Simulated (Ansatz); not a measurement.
# Work function of Au(100): what the settings cost and change

Aim: the numerical settings behind the work function of Au(100), with the cost of each.

Program: Ansatz 0.2.0. Level of theory: plane-wave DFT, PBE, Ansatz PAW. Results are calculated unless marked as measured.

## 1. The structure

The cell holds 7 atoms: 7 Au. Its edges and angles: a = 2.885 Å, b = 2.885 Å, c = 30.240 Å, α = 90.0°, β = 90.0°, γ = 90.0°. Vacuum lies along c.

## 2. Run, setting cutoff 200 eV

A work function rests on the faint tail of the density, so the SCF threshold is tight. The cutoff is raised first; then mesh and smearing are varied at the default cutoff.

input.yaml

```yaml
crystal:
  lattice:
    - [2.8849956672, 0.0, 0.0]
    - [0.0, 2.8849956672, 0.0]
    - [0.0, 0.0, 30.24]
  atoms:
    - { symbol: Au, position: [0.0, 0.0, 0.2976190476] }
    - { symbol: Au, position: [0.5, 0.5, 0.3650793651] }
    - { symbol: Au, position: [0.0, 0.0, 0.4325396825] }
    - { symbol: Au, position: [0.5, 0.5, 0.5] }
    - { symbol: Au, position: [0.0, 0.0, 0.5674603175] }
    - { symbol: Au, position: [0.5, 0.5, 0.6349206349] }
    - { symbol: Au, position: [0.0, 0.0, 0.7023809524] }
kpoints:
  mp_grid: { grid: [14, 14, 1] }
hamiltonian:
  xc: pbe
scf:
  occupations: { method: fermi_dirac, width: 0.1 }
  convergence: { dr2_threshold: 1.0e-09 }
efield:
  axis: 3
  dipole_correction: true
  ramp_position: 0.97
  ramp_width: 0.06
basis:
  ecutwfc: "200 eV"
output:
  write_potential: true
  write_density: true
  volumetric_format: npy
  elf: true
```

On the command line:

```console
$ ansatz run input.yaml --threads 2 --pin off --max-ram 3072MiB --backend cpu --events-out ev --progress --plain --runs-dir out
```

Numbers of over 12 decimals in the logs are rounded to 6 here.

Log:

```text
Warning: basis.ecutwfc = 200 eV is below the records' recommended 420 eV, and the density's cutoff is lower with it unless basis.ecutrho_ratio is high enough to keep the records' density cutoff: compare with a run at a higher cutoff
Engine: ansatz 0.2.0, aarch64-unknown-linux-gnu
Pseudopotentials: kind: paw
Pseudopotential: Au, paw, valence charge 19, recommended cutoff 420 eV (normal), Au.paw.azcp
Functional definition: PBE
  parameter kappa = 0.804
  parameter beta = 0.066725
  exchange = pbe_x(kappa = kappa, mu = beta*pi^2/3)
  correlation = pbe_c(beta = beta)
Crystal: 7 atoms, lattice volume = 251.694 Å³
Basis set: ecut = 200 eV, 1657 PW (Γ)
Bands: 80, of which v1, the nominal top of the filled ones, is band 67 counted from 1 (66 counted from 0)
Symmetry: 8 space group operations
k-points: 36 of 196
Non-local potential: Au, projectors of the file, l = 0: 3, l = 1: 2, l = 2: 2, l = 3: 1
PAW form: soft (Blöchl's): semilocal exchange-correlation on the pseudo side does not see the compensation charge
PAW one-centre angular grid: Au, 590 points (default); XC on 64 Gauss nodes
Initial density: superposition of atomic densities (neutral atoms: chi_scale 0, normalization atom), corrected by the library's trained network
Initial wavefunctions: pseudopotential atomic-orbital guess
Functional: x = pbe(κ = 0.804, μ = 0.219515), c = pbe(β = 0.066725)
SCF iter   1: F=—  HF=-91982.510286 eV  |F-HF|=—  |Δ(HF+E_count)|=         —  Δρ=9.75e-2  dr2=1.62e1  ethr=1.77e-3  p=-0.000 e·Å  D=-1.05e-13 V/Å  ΔV_dip=0.00 eV  dr2_dipole=2.60e-8  V_vac-E_F(+/−)=3.97/3.97 eV  ⟨swp⟩=7.0  Hψ=11255  notcnv=0  defer=65
efield: sawtooth ramp at fractional position 0.9700 (set: `efield.ramp_position`, or a place that a band, a saddle search or an elastic batch's reference lends), width 0.0600; the density the first Hamiltonian is built on has a dipole p = -0.000 e·Å; the dipole correction subtracts the counter field D = -1.05e-13 V/Å, which shifts the + side's vacuum level by +0.00 eV against the − side's; the planar-averaged density in the ramp window peaks in size at 3.0e-5 e/Å³
preconditioner: auto → LDOS  [metal: Δε(μ)=0.022 eV  Ē_g=8.961 eV  σ=0.100 eV  W_gap=0.05  n_scr=66 (ndim 8)  ℏωp=20.5 eV  f_vac=0.492  D(μ)=2.46/eV (n_scr^D=12)  β→1.0]
SCF iter   2: F=—  HF=-91981.435198 eV  |F-HF|=—  |Δ(HF+E_count)|=    1.08e0  Δρ=7.43e-2  dr2=1.35e1  ethr=1.77e-3  p=0.000 e·Å  D=1.86e-5 V/Å  ΔV_dip=-0.00 eV  dr2_dipole=4.75e-9  V_vac-E_F(+/−)=5.92/5.92 eV  ⟨swp⟩=3.0  Hψ=7737  notcnv=0  defer=149
SCF iter   3: F=—  HF=-91976.480051 eV  |F-HF|=—  |Δ(HF+E_count)|=    4.96e0  Δρ=5.78e-3  dr2=3.76e-2  ethr=1.77e-3  p=0.000 e·Å  D=5.62e-6 V/Å  ΔV_dip=-0.00 eV  dr2_dipole=5.42e-9  V_vac-E_F(+/−)=5.49/5.49 eV  ⟨swp⟩=2.8  Hψ=6759  notcnv=0  defer=170
SCF iter   4: F=—  HF=-91976.462721 eV  |F-HF|=—  |Δ(HF+E_count)|=   1.73e-2  Δρ=1.19e-3  dr2=8.70e-3  ethr=2.83e-5  p=-0.000 e·Å  D=-1.08e-6 V/Å  ΔV_dip=0.00 eV  dr2_dipole=6.76e-10  V_vac-E_F(+/−)=5.50/5.50 eV  ⟨swp⟩=2.6  Hψ=5906  notcnv=0  defer=155
SCF iter   5: F=—  HF=-91976.461263 eV  |F-HF|=—  |Δ(HF+E_count)|=   1.46e-3  Δρ=3.62e-4  dr2=9.10e-4  ethr=6.54e-6  p=-0.000 e·Å  D=-6.73e-7 V/Å  ΔV_dip=0.00 eV  dr2_dipole=1.37e-10  V_vac-E_F(+/−)=5.53/5.54 eV  ⟨swp⟩=2.2  Hψ=4326  notcnv=0  defer=155
SCF iter   6: F=—  HF=-91976.461130 eV  |F-HF|=—  |Δ(HF+E_count)|=   1.32e-4  Δρ=8.94e-5  dr2=1.37e-5  ethr=6.84e-7  p=-0.000 e·Å  D=-2.02e-7 V/Å  ΔV_dip=0.00 eV  dr2_dipole=6.06e-11  V_vac-E_F(+/−)=5.52/5.53 eV  ⟨swp⟩=2.6  Hψ=4439  notcnv=0  defer=155
SCF iter   7: F=—  HF=-91976.461204 eV  |F-HF|=—  |Δ(HF+E_count)|=   7.41e-5  Δρ=3.15e-5  dr2=1.59e-6  ethr=1.03e-8  p=-0.000 e·Å  D=-1.52e-7 V/Å  ΔV_dip=0.00 eV  dr2_dipole=4.26e-12  V_vac-E_F(+/−)=5.52/5.53 eV  ⟨swp⟩=3.1  Hψ=6184  notcnv=0  defer=155
SCF iter   8: F=—  HF=-91976.461235 eV  |F-HF|=—  |Δ(HF+E_count)|=   3.03e-5  Δρ=7.94e-6  dr2=1.60e-7  ethr=1.19e-9  p=-0.000 e·Å  D=-3.42e-8 V/Å  ΔV_dip=0.00 eV  dr2_dipole=2.55e-14  V_vac-E_F(+/−)=5.52/5.53 eV  ⟨swp⟩=2.6  Hψ=5609  notcnv=0  defer=155
SCF iter   9: F=—  HF=-91976.461235 eV  |F-HF|=—  |Δ(HF+E_count)|=   2.40e-7  Δρ=1.48e-6  dr2=5.33e-9  ethr=1.20e-10  p=-0.000 e·Å  D=-1.11e-8 V/Å  ΔV_dip=0.00 eV  dr2_dipole=4.43e-15  V_vac-E_F(+/−)=5.52/5.53 eV  ⟨swp⟩=3.0  Hψ=5946  notcnv=0  defer=155
SCF iter  10: F=-91976.461235 eV  HF=-91976.461235 eV  |F-HF|=5.97e-10  |Δ(HF+E_count)|=   8.29e-9  Δρ=5.52e-7  dr2=7.23e-10  ethr=1.00e-12  p=-0.000 e·Å  D=-2.84e-9 V/Å  ΔV_dip=0.00 eV  dr2_dipole=2.19e-15  V_vac-E_F(+/−)=5.52/5.53 eV  ⟨swp⟩=13.2  Hψ=10503  notcnv=0
WARN: efield: at this solve's end the planar-averaged density reaches 1.11e-4 e/Å³ inside the ramp window [0.9369, 0.0631] (bound 1e-5 e/Å³); by the running means of the window's planes the mean density over a ramp is at most 9.73e-5 e/Å³, which is held to the bound (the quickstart, § The vacuum guard, A window that rings); the window's nearer edge stands 7.09 Å from this solve's nearest atom along the axis. Its work [...]
SCF 1 converged in 10 iterations: F = -91976.461235 eV  dr2 = 7.23e-10
  greatest PAW one-centre occupation: 1.030 electrons in one spin orbital (limit 2), on the Au atom at site 6 (counted from 0), in its partial waves of l = 1
WARN: The output density's exchange-correlation potential varies sharply where the density is thin. Do not read a vacuum level from v_tot or v_xc, or from such a field of the output density. On a cell that repeats whose density bears no net charge and no dipole along the vacuum's axis use v_es (v_loc + v_h of the components); under efield.dipole_correction with no amplitude use v_es + v_field, which holds any externa [...]
SCF converged after 10 iterations
Free energy (F): -91976.461235 eV
Harris-Foulkes:  -91976.461235 eV  (|F-HF|=5.97e-10)
Internal energy: -91976.397492 eV  (E = F + TS)
E sigma→0 (E₀):  -91976.429364 eV
Entropy (-TS):   -0.063743 eV (-9.106 meV/atom)
Fermi energy:    6.997408 eV
Dipole field:    D = 0.000000 V/Å  (p = 0.000000 e·Å, saw-weighted, corrected)
Work function:   Φ+ = 5.5208 eV (in doubt: plateau slope 3.1e-2 eV/Å)   Φ− = 5.5253 eV (in doubt: plateau slope 2.7e-2 eV/Å)
Levels:          The Fermi level and band energies are counted from a zero that moves with the ramp; work functions are not
Vacuum region:   at the solve's end the planar-averaged density reaches 1.11e-4 e/Å³ inside the ramp window [0.9369, 0.0631] (bound 1e-5 e/Å³); by the running means of the window's planes the mean density over a ramp is at most 9.73e-5 e/Å³, which is held to the bound (the quickstart, § The vacuum guard, A window that rings)
--- Per-component energies (eV) ---
  E_band       = -3373.224358
  E_kinetic    = 4430.964568
  E_local      = -284901.465654  (includes V_loc(G=0)·N_el)
  E_nonlocal   = 317.084493
  E_hartree    = 140607.411835
  E_xc         = -1639.541623
  E_vxc        = -1983.018008  (∫ρ·V_xc dr)
  E_paw        = -67856.374077  (= ΣΔE_a)
  E_vpaw       = -2451.615135  (= ΣTr[D̂ρ^β])
  E_aug_tail   = -0.001946  (compensation charges beyond the density's cutoff)
  E_efield     = 0.000000  (sawtooth field / dipole correction)
  E_vefield    = 0.000000  (∫n·V_field dr)
  E_ewald      = 117065.524911
  E_smearing   = -0.063743  (= −TS)
  E_closure    = 0.000000  (closes the sum)
  Σ components = -91976.461235   (vs F -91976.461235, Δ=0.00e0)
--- Band table (eV; the first three rows and the last of 36) ---
  k-point 0: bands = [... 63 lower, 4.6770, 4.7786, 4.7786, 4.8941, 4.8941, 5.7016, 7.5940, 8.5124, ... 9 higher]
  k-point 1: bands = [... 63 lower, 4.6236, 4.6958, 4.8221, 4.8427, 4.8856, 6.0746, 7.8528, 8.8506, ... 9 higher]
  k-point 2: bands = [... 63 lower, 4.6110, 4.7010, 4.9063, 5.0139, 5.2604, 6.7475, 8.4761, 9.6798, ... 9 higher]
  k-point 35: bands = [... 63 lower, 8.9213, 8.9213, 10.1923, 10.1923, 11.7073, 11.7073, 11.9305, 11.9337, ... 9 higher]
```

Run time: 46 s. Hardware: 2 threads of Arm Neoverse N1, shared host; peak memory 0.48 GiB.

Reading the cycles: dr2 is the Hartree energy of the density residual (eV), the measure of convergence; HF is the Harris–Foulkes estimate of the energy, which meets the free energy F at convergence.

This step gave:

| Quantity | Value |
| --- | --- |
| energy at zero smearing | -91976.4294 eV |
| work function, upper face | 5.521 eV |

Running mean over 2.04 Å of the planar mean; the ramp of the sawtooth is left out. The electron's electrostatic potential energy less the Fermi level by z:

| z (Å) | electron's electrostatic potential energy less the Fermi level (eV) |
| --- | --- |
| 3.5 | 5.45 |
| 4.0 | 5.42 |
| 4.5 | 5.38 |
| 5.0 | 5.34 |
| 5.5 | 5.29 |
| 6.0 | 5.20 |
| 6.5 | 5.03 |
| 7.0 | 4.45 |
| 7.5 | 2.28 |
| 8.0 | -2.03 |
| 8.5 | -6.18 |
| 9.0 | -8.09 |
| 9.5 | -8.54 |
| 10.0 | -8.69 |
| 10.5 | -8.80 |
| 11.0 | -8.87 |
| 11.5 | -8.90 |
| 12.0 | -8.91 |
| 12.5 | -8.91 |
| 13.0 | -8.91 |
| 13.5 | -8.91 |
| 14.0 | -8.92 |
| 14.5 | -8.92 |
| 15.0 | -8.92 |
| 15.5 | -8.92 |
| 16.0 | -8.92 |
| 16.5 | -8.91 |
| 17.0 | -8.91 |
| 17.5 | -8.91 |
| 18.0 | -8.91 |
| 18.5 | -8.90 |
| 19.0 | -8.89 |
| 19.5 | -8.84 |
| 20.0 | -8.75 |
| 20.5 | -8.62 |
| 21.0 | -8.38 |
| 21.5 | -7.40 |
| 22.0 | -4.21 |
| 22.5 | 0.372 |
| 23.0 | 3.72 |
| 23.5 | 4.85 |
| 24.0 | 5.14 |
| 24.5 | 5.25 |
| 25.0 | 5.32 |
| 25.5 | 5.36 |
| 26.0 | 5.40 |
| 26.5 | 5.43 |
| 27.0 | 5.46 |

Electrostatic potential energy in the ca plane at fractional y = 0.000, with atoms of Au within 0.2 Å of it. With pseudopotentials it is smooth inside the atoms' cores, unlike the true potential.

Ten even steps from '0' (-47 eV) to '9' (12 eV), each cell a mean:
```
89999840003899998500027999996100169999999999
99999863126899999731258999998422489999999999
99999987678999999876789999999877899999999999
99999999889999999998899999999988999999999999
99999998889999999988889999999888899999999999
99999975457999999864478999998644689999999999
89999851014899998610037999997200279999999999
89999730002799998400016999986100058999999999
```
Columns run along c (16.0 Å, from fractional 0.34 to 0.87 of the cell; values clipped at the 3rd and 97th percentile), rows up along a (2.9 Å). Atoms in or near the plane, at fractional coordinates: Au at (0.43, 0.00), Au at (0.57, 0.00), Au at (0.70, 0.00).

ELF in the ca plane at fractional y = 0.000, with atoms of Au within 0.2 Å of it. It is the smooth field of the valence electrons, not physical close to the nuclei.

Ten even steps from '0' (0.00) to '9' (0.77), each cell a mean:
```
21111367876311112578864110124788753200000000
22222246664222222366652222223566642100000000
23333223432233332234322333322234322000000000
23333222222233332222222233322223321000000000
23333222322233332223222333322233321000000000
22223235553232232245542222222455432100000000
22112257775221122467763211124677653100000000
31001368986310012579974210125799753200000000
```
Columns run along c (16.0 Å, from fractional 0.34 to 0.87 of the cell), rows up along a (2.9 Å). Atoms in or near the plane, at fractional coordinates: Au at (0.43, 0.00), Au at (0.57, 0.00), Au at (0.70, 0.00).

Valence density in the ca plane at fractional y = 0.000, with atoms of Au within 0.2 Å of it. It is the smooth field of the valence electrons, not physical close to the nuclei.

Values in units of 1e0 e/Å³, 5 rows by 16 columns, each cell a mean:
```
0.2 0.2 4.0 5.9 0.3 0.2 3.2 6.6 0.4 0.1 2.6 7.1 0.5 0.0 0.0 0.0
0.2 0.2 0.7 0.9 0.2 0.2 0.6 1.0 0.2 0.2 0.5 1.1 0.1 0.0 0.0 0.0
0.2 0.2 0.2 0.3 0.2 0.2 0.2 0.3 0.2 0.2 0.2 0.3 0.1 0.0 0.0 0.0
0.2 0.2 1.4 2.1 0.2 0.2 1.1 2.3 0.3 0.2 0.9 2.5 0.2 0.0 0.0 0.0
0.2 0.2 5.1 7.7 0.3 0.2 4.2 8.5 0.5 0.1 3.3 9.2 0.6 0.0 0.0 0.0
```
Columns run along c (16.0 Å, from fractional 0.34 to 0.87 of the cell), rows up along a (2.9 Å). Atoms in or near the plane, at fractional coordinates: Au at (0.43, 0.00), Au at (0.57, 0.00), Au at (0.70, 0.00).

The work function is 5.521 eV. The program marks this work function as in doubt.

## 3. Run

input.yaml, as its differences from that of step 2:

```diff
@@ -26,3 +26,3 @@
 basis:
-  ecutwfc: "200 eV"
+  ecutwfc: "300 eV"
 output:
@@ -31,2 +31 @@
   volumetric_format: npy
-  elf: true
```

Log:

```text
[...]
Crystal: 7 atoms, lattice volume = 251.694 Å³
Basis set: ecut = 300 eV, 2885 PW (Γ)
Bands: 80, of which v1, the nominal top of the filled ones, is band 67 counted from 1 (66 counted from 0)
Symmetry: 8 space group operations
k-points: 36 of 196
[...]
k-point 0: bands = [... 63 lower, 5.1210, 5.1941, 5.2074, 5.3794, 5.3794, 5.5946, 7.4948, 8.3435, ... 9 higher]
  k-point 1: bands = [... 63 lower, 5.0739, 5.1158, 5.1399, 5.2142, 5.3860, 6.0657, 7.7799, 8.7126, ... 9 higher]
  k-point 2: bands = [... 63 lower, 4.9967, 5.0776, 5.2904, 5.3470, 5.3818, 6.7552, 8.4426, 9.5824, ... 9 higher]
  k-point 35: bands = [... 63 lower, 8.6901, 8.6901, 10.0154, 10.0154, 11.5783, 11.5783, 12.0016, 12.0038, ... 9 higher]
[key lines of the parts left out:]
SCF converged after 10 iterations
Free energy (F): -92043.590850 eV
Fermi energy:    7.087028 eV
Dipole field:    D = 0.000000 V/Å  (p = 0.000000 e·Å, saw-weighted, corrected)
Work function:   Φ+ = 5.0729 eV   Φ− = 5.0729 eV
```

Run time: 77 s. Hardware: 2 threads; peak memory 0.67 GiB; 2.3 min of CPU time.

The work function is 5.073 eV, -0.448 eV from the run “cutoff 200 eV”, at 1.7 times its CPU time.

## 4. Run

input.yaml, as its differences from that of step 3:

```diff
@@ -26,3 +26,3 @@
 basis:
-  ecutwfc: "300 eV"
+  ecutwfc: "420 eV"
 output:
```

Log:

```text
[...]
Crystal: 7 atoms, lattice volume = 251.694 Å³
Basis set: ecut = 420 eV, 4889 PW (Γ)
Bands: 80, of which v1, the nominal top of the filled ones, is band 67 counted from 1 (66 counted from 0)
Symmetry: 8 space group operations
k-points: 36 of 196
[...]
k-point 0: bands = [... 63 lower, 5.1338, 5.2068, 5.2197, 5.3914, 5.3914, 5.5896, 7.4896, 8.3334, ... 9 higher]
  k-point 1: bands = [... 63 lower, 5.0847, 5.1288, 5.1531, 5.2279, 5.3984, 6.0657, 7.7764, 8.7030, ... 9 higher]
  k-point 2: bands = [... 63 lower, 5.0088, 5.0915, 5.3044, 5.3590, 5.3860, 6.7553, 8.4405, 9.5758, ... 9 higher]
  k-point 35: bands = [... 63 lower, 8.6768, 8.6768, 10.0021, 10.0021, 11.5658, 11.5658, 11.9979, 12.0002, ... 9 higher]
[key lines of the parts left out:]
SCF converged after 9 iterations
Free energy (F): -92044.316855 eV
Fermi energy:    7.086892 eV
Dipole field:    D = -0.000000 V/Å  (p = -0.000000 e·Å, saw-weighted, corrected)
Work function:   Φ+ = 5.0716 eV   Φ− = 5.0716 eV
```

Run time: 98 s. Hardware: 2 threads; peak memory 0.96 GiB.

The work function is 5.072 eV, -0.449 eV from the run “cutoff 200 eV”, at 2.1 times its CPU time.

## 5. Run

input.yaml, as its differences from that of step 4:

```diff
@@ -26,3 +26,3 @@
 basis:
-  ecutwfc: "420 eV"
+  ecutwfc: "600 eV"
 output:
```

Log:

```text
[...]
Crystal: 7 atoms, lattice volume = 251.694 Å³
Basis set: ecut = 600 eV, 8397 PW (Γ)
Bands: 80, of which v1, the nominal top of the filled ones, is band 67 counted from 1 (66 counted from 0)
Symmetry: 8 space group operations
k-points: 36 of 196
[...]
k-point 0: bands = [... 63 lower, 5.1338, 5.2067, 5.2196, 5.3914, 5.3914, 5.5893, 7.4893, 8.3330, ... 9 higher]
  k-point 1: bands = [... 63 lower, 5.0847, 5.1287, 5.1530, 5.2279, 5.3984, 6.0655, 7.7761, 8.7026, ... 9 higher]
  k-point 2: bands = [... 63 lower, 5.0088, 5.0915, 5.3044, 5.3590, 5.3860, 6.7551, 8.4402, 9.5754, ... 9 higher]
  k-point 35: bands = [... 63 lower, 8.6763, 8.6763, 10.0016, 10.0016, 11.5653, 11.5653, 11.9972, 11.9996, ... 9 higher]
[key lines of the parts left out:]
SCF converged after 9 iterations
Free energy (F): -92044.326202 eV
Fermi energy:    7.086673 eV
Dipole field:    D = -0.000000 V/Å  (p = -0.000000 e·Å, saw-weighted, corrected)
Work function:   Φ+ = 5.0716 eV   Φ− = 5.0716 eV
```

It took 2.8 min on 2 threads; peak memory 1.5 GiB; 5 min of CPU time.

The work function is 5.072 eV, +0.000 eV from the run “cutoff 420 eV”, at 1.7 times its CPU time.

## 6. Run

input.yaml, as its differences from that of step 5:

```diff
@@ -14,3 +14,3 @@
 kpoints:
-  mp_grid: { grid: [14, 14, 1] }
+  mp_grid: { grid: [2, 2, 1] }
 hamiltonian:
@@ -25,4 +25,2 @@
   ramp_width: 0.06
-basis:
-  ecutwfc: "600 eV"
 output:
```

Log:

```text
[...]
Crystal: 7 atoms, lattice volume = 251.694 Å³
Basis set: ecut = 420 eV, 4889 PW (Γ)
Bands: 80, of which v1, the nominal top of the filled ones, is band 67 counted from 1 (66 counted from 0)
Symmetry: 8 space group operations
k-points: 3 of 4
[...]
Work function:   Φ+ = 4.6700 eV   Φ− = 4.6700 eV
[...]
--- Band table (eV) ---
  k-point 0: bands = [... 63 lower, 5.4172, 5.4172, 5.5345, 5.8386, 5.8386, 5.8493, 7.5125, 8.4993, ... 9 higher]
  k-point 1: bands = [... 63 lower, 6.8492, 6.9467, 7.1906, 7.2332, 7.2929, 7.2930, 7.2977, 9.5079, ... 9 higher]
  k-point 2: bands = [... 63 lower, 9.0504, 9.0504, 10.2163, 10.2163, 11.7870, 11.7870, 12.4399, 12.4424, ... 9 higher]
[key lines of the parts left out:]
SCF converged after 12 iterations
Free energy (F): -92035.709675 eV
Fermi energy:    7.224282 eV
Dipole field:    D = -0.000002 V/Å  (p = -0.000003 e·Å, saw-weighted, corrected)
```

It took 7.5 s on 2 threads; peak memory 0.48 GiB; 9 s of CPU time.

The work function is 4.670 eV, -0.402 eV from the run “cutoff 420 eV”, at 0.051 times its CPU time.

## 7. Slab

input.yaml, as its differences from that of step 6:

```diff
@@ -14,3 +14,3 @@
 kpoints:
-  mp_grid: { grid: [2, 2, 1] }
+  mp_grid: { grid: [5, 5, 1] }
 hamiltonian:
```

Log:

```text
[...]
Crystal: 7 atoms, lattice volume = 251.694 Å³
Basis set: ecut = 420 eV, 4889 PW (Γ)
Bands: 80, of which v1, the nominal top of the filled ones, is band 67 counted from 1 (66 counted from 0)
Symmetry: 8 space group operations
k-points: 6 of 25
[...]
k-point 0: bands = [... 63 lower, 5.2539, 5.3699, 5.3771, 5.4761, 5.4761, 5.6462, 7.5509, 8.3923, ... 9 higher]
  k-point 1: bands = [... 63 lower, 5.0865, 5.2423, 5.3880, 5.4246, 5.8836, 7.4066, 9.1475, 10.4914, ... 9 higher]
  k-point 2: bands = [... 63 lower, 5.2759, 5.4971, 5.6310, 6.0428, 7.6207, 8.6667, 9.0023, 9.8313, ... 9 higher]
  k-point 5: bands = [... 63 lower, 6.5715, 7.7049, 8.8182, 9.7943, 10.1407, 10.6806, 11.2592, 11.5644, ... 9 higher]
[key lines of the parts left out:]
SCF converged after 10 iterations
Free energy (F): -92044.512837 eV
Fermi energy:    6.972655 eV
Dipole field:    D = 0.000000 V/Å  (p = 0.000000 e·Å, saw-weighted, corrected)
Work function:   Φ+ = 5.0944 eV   Φ− = 5.0944 eV
```

The job ended after 24 s (2 threads; peak memory 0.51 GiB).

The work function is 5.094 eV, +0.023 eV from the run “cutoff 420 eV”, at 0.18 times its CPU time.

[end of part 1 of 2]

[Logs are printed without paths, hosts, clocks, repeated set-up lines and the standing remarks that a program may print on its own settings, such as how far it seeks lower states.]

[Hosts, paths, dates, database ids (printed as entryN), source tags and the programs' standing remarks are cut or masked in the printed files.]

[Maps of the electrostatic potential energy from Ansatz leave out the sawtooth potential of an applied field or a dipole correction, so their vacuum need not be flat; planar profiles and work functions include it.]
